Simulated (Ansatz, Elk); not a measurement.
# Bonding as seen by X-rays: LuBeB, part 2 of 2

The structure of LuBeB used here is made up (a known structure type with other elements) and was relaxed beforehand with PBE. The aim is the Fourier transform of its all-electron density, F(hkl), set beside the sum over free spherical atoms that refinements use.

Elk 11.2.3 (patched build); all-electron DFT.

So far: The starting structure; Ground state and structure factors; The highest occupied states alone.

The structure was built from a prototype and need not be the compound's stable phase.

**4. Another functional**

Level of this step: DFT, LDA (Perdew-Wang), all-electron APW+lo, Dirac cores, scalar-relativistic bands, static density, no spin (Elk).

The difference from free atoms is small, so it is set against the change that LDA (Perdew-Wang) makes.

Contents of elk.in:

```
tasks
  0
  195

xctype
  3

spinpol
  .false.

rgkmax
  7.0

gmaxvr
  14.0

lmaxo
  7

lmaxapw
  8

swidth
  0.002

tshift
  .false.

ramdisk
  .false.

hmaxvr
  5.5

maxscl
  120

epspot
  1e-06

sppath
  './'

avec
  6.72835543163 -0.00000000000 0.00000000000
  -0.00000000000 6.72835543163 -0.00000000000
  0.00000000000 -0.00000000000 6.84787758119

atoms
  3
  'Lu.in'
  1
  0.0000000000 -0.0000000000 -0.0000000000   0.000000 0.000000 0.000000
  'B.in'
  1
  0.5000000000 0.5000000000 0.0000000000   0.000000 0.000000 0.000000
  'Be.in'
  1
  0.5000000000 0.5000000000 0.5000000000   0.000000 0.000000 0.000000

ngridk
  6 6 6
```

Run with:

```
$ OMP_NUM_THREADS=4 elk
```

Numbers of over 12 decimals in the logs are rounded to 6 here.

What it wrote:

```text
┌─────────────────────────┐
│ Elk code version 11.2.3 │
└─────────────────────────┘

All units are atomic (Hartree, Bohr, etc.)

┌─────────────────────────────────────────────────┐
│ Ground-state run starting from atomic densities │
└─────────────────────────────────────────────────┘

Lattice vectors :
   6.728355432      -0.000000000       0.000000000
  -0.000000000       6.728355432      -0.000000000
   0.000000000      -0.000000000       6.847877581

Reciprocal lattice vectors :
  0.9338367111       0.000000000       0.000000000
[...]
species : 2 (B)
   atom 1                    :    3.711703624     (  0.1603723268E-03)
  species : 3 (Be)
   atom 1                    :    2.711014643     (  0.2250239567E-02)
 total in muffin-tins        :    75.81683866
 total calculated charge     :    79.99751763
 total charge                :    80.00000000
 error                       :   0.2482372086E-02

┌──────────────────────────────┐
│ Self-consistent loop stopped │
└──────────────────────────────┘

Warning : core states of species 2 leak from the muffin-tin :   0.1603723268E-03

Warning : core states of species 3 leak from the muffin-tin :   0.2250239567E-02

Wrote STATE.OUT
[key lines of the parts left out:]
total energy                :     -14611.544382562
```

The job ended after 10 s (4 threads of Arm Neoverse V1, shared host; peak memory 0.18 GiB; 28 s of CPU time).

Against the first run R = 0.03 %; the largest change is +0.032 at 100.

**5. Basis size**

The basis and the expansions that go with it are enlarged, to see whether the differences are converged.

Edit elk.in of step 4 so:

```diff
@@ -5,3 +5,3 @@
 xctype
-  3
+  20
 
@@ -11,12 +11,12 @@
 rgkmax
-  7.0
+  8.5
 
 gmaxvr
-  14.0
+  18.0
 
 lmaxo
-  7
+  9
 
 lmaxapw
-  8
+  10
```

Run with:

```
$ OMP_NUM_THREADS=4 elk
```

What it wrote:

```text
┌─────────────────────────┐
│ Elk code version 11.2.3 │
└─────────────────────────┘

All units are atomic (Hartree, Bohr, etc.)

┌─────────────────────────────────────────────────┐
│ Ground-state run starting from atomic densities │
└─────────────────────────────────────────────────┘

Lattice vectors :
   6.728355432      -0.000000000       0.000000000
  -0.000000000       6.728355432      -0.000000000
   0.000000000      -0.000000000       6.847877581

Reciprocal lattice vectors :
  0.9338367111       0.000000000       0.000000000
[...]
species : 2 (B)
   atom 1                    :    3.717777546     (  0.1510841322E-03)
  species : 3 (Be)
   atom 1                    :    2.709412072     (  0.2076378479E-02)
 total in muffin-tins        :    75.78242658
 total calculated charge     :    79.99779207
 total charge                :    80.00000000
 error                       :   0.2207930427E-02

┌──────────────────────────────┐
│ Self-consistent loop stopped │
└──────────────────────────────┘

Warning : core states of species 2 leak from the muffin-tin :   0.1510841322E-03

Warning : core states of species 3 leak from the muffin-tin :   0.2076378479E-02

Wrote STATE.OUT
[key lines of the parts left out:]
total energy                :     -14620.767547269
```

Wall time 41 s (4 threads); peak memory 0.22 GiB.

Against the first run R = 0.00 %; the largest change is -0.003 at 402.

**6. Basis size**

A smaller basis shows how fast F responds to it; the change is likely larger than the basis error of the first run, but doesn't show convergence.

Edit elk.in of step 5 so:

```diff
@@ -11,12 +11,12 @@
 rgkmax
-  8.5
+  5.5
 
 gmaxvr
-  18.0
+  14.0
 
 lmaxo
-  9
+  7
 
 lmaxapw
-  10
+  8
```

Run with:

```
$ OMP_NUM_THREADS=4 elk
```

What it wrote:

```text
┌─────────────────────────┐
│ Elk code version 11.2.3 │
└─────────────────────────┘

All units are atomic (Hartree, Bohr, etc.)

┌─────────────────────────────────────────────────┐
│ Ground-state run starting from atomic densities │
└─────────────────────────────────────────────────┘

Lattice vectors :
   6.728355432      -0.000000000       0.000000000
  -0.000000000       6.728355432      -0.000000000
   0.000000000      -0.000000000       6.847877581

Reciprocal lattice vectors :
  0.9338367111       0.000000000       0.000000000
[...]
species : 2 (B)
   atom 1                    :    3.693384149     (  0.1504326615E-03)
  species : 3 (Be)
   atom 1                    :    2.701621226     (  0.2071858976E-02)
 total in muffin-tins        :    75.74511233
 total calculated charge     :    79.99760997
 total charge                :    80.00000000
 error                       :   0.2390025936E-02

┌──────────────────────────────┐
│ Self-consistent loop stopped │
└──────────────────────────────┘

Warning : core states of species 2 leak from the muffin-tin :   0.1504326615E-03

Warning : core states of species 3 leak from the muffin-tin :   0.2071858976E-02

Wrote STATE.OUT
[key lines of the parts left out:]
total energy                :     -14620.752205409
```

The job ended after 17 s (4 threads; peak memory 0.18 GiB).

Against the first run R = 0.01 %; the largest change is +0.020 at 102.

**7. Settings against the effect**

| run | R against the first run (%) | R against neutral atoms, low angle (%) | wall time |
| --- | --- | --- | --- |
| PBE, rgkmax 7 | 0.00 | 0.36 | 19 s |
| LDA (Perdew-Wang) | 0.03 | 0.37 | 10 s |
| rgkmax 8.5 with larger expansions | 0.00 | 0.36 | 41 s |
| rgkmax 5.5 | 0.01 | 0.36 | 17 s |

**8. What came out**

- R against neutral atoms, sin θ/λ < 0.3 Å⁻¹: 0.36 %
- R against neutral atoms, 0.3 to 0.82 Å⁻¹: 0.20 %

Independent neutral atoms miss the calculated amplitudes by R = 0.36 % below 0.3 Å⁻¹ and 0.20 % from there to 0.82 Å⁻¹; by shells, 0.89 % below 0.15 Å⁻¹ (2 forms), 0.24 % 0.15 to 0.3 (5 forms), 0.23 % 0.3 to 0.45 (14 forms), 0.20 % above 0.45 (67 forms). Bonding, aspherical density and the tables' own atoms all enter these figures, and the runs don't part them. The largest change of an amplitude is -0.64 electrons, at 100. The window's part falls from 22.0 electrons at the origin to at most 6.02 between 0.45 and 0.82 Å⁻¹, where compact states inside the window still scatter. Below 0.3 Å⁻¹ the changes that finished (LDA (Perdew-Wang), rgkmax 8.5 with larger expansions and rgkmax 5.5) move F by R = 0.02 % at most, against the 0.36 % that separates it from free atoms. The k-mesh has no finished test. Spin-orbit coupling is left out, which can matter for elements this heavy. Part of the difference isn't bonding: the tables are fits to free atoms and ions calculated by other methods than this functional. Thermal motion, anomalous dispersion and extinction are left out.

[Logs are printed without paths, hosts, clocks, repeated set-up lines and the standing remarks that a program may print on its own settings, such as how far it seeks lower states.]

[Hosts, paths, dates, database ids (printed as entryN), source tags and the programs' standing remarks are cut or masked in the printed files.]
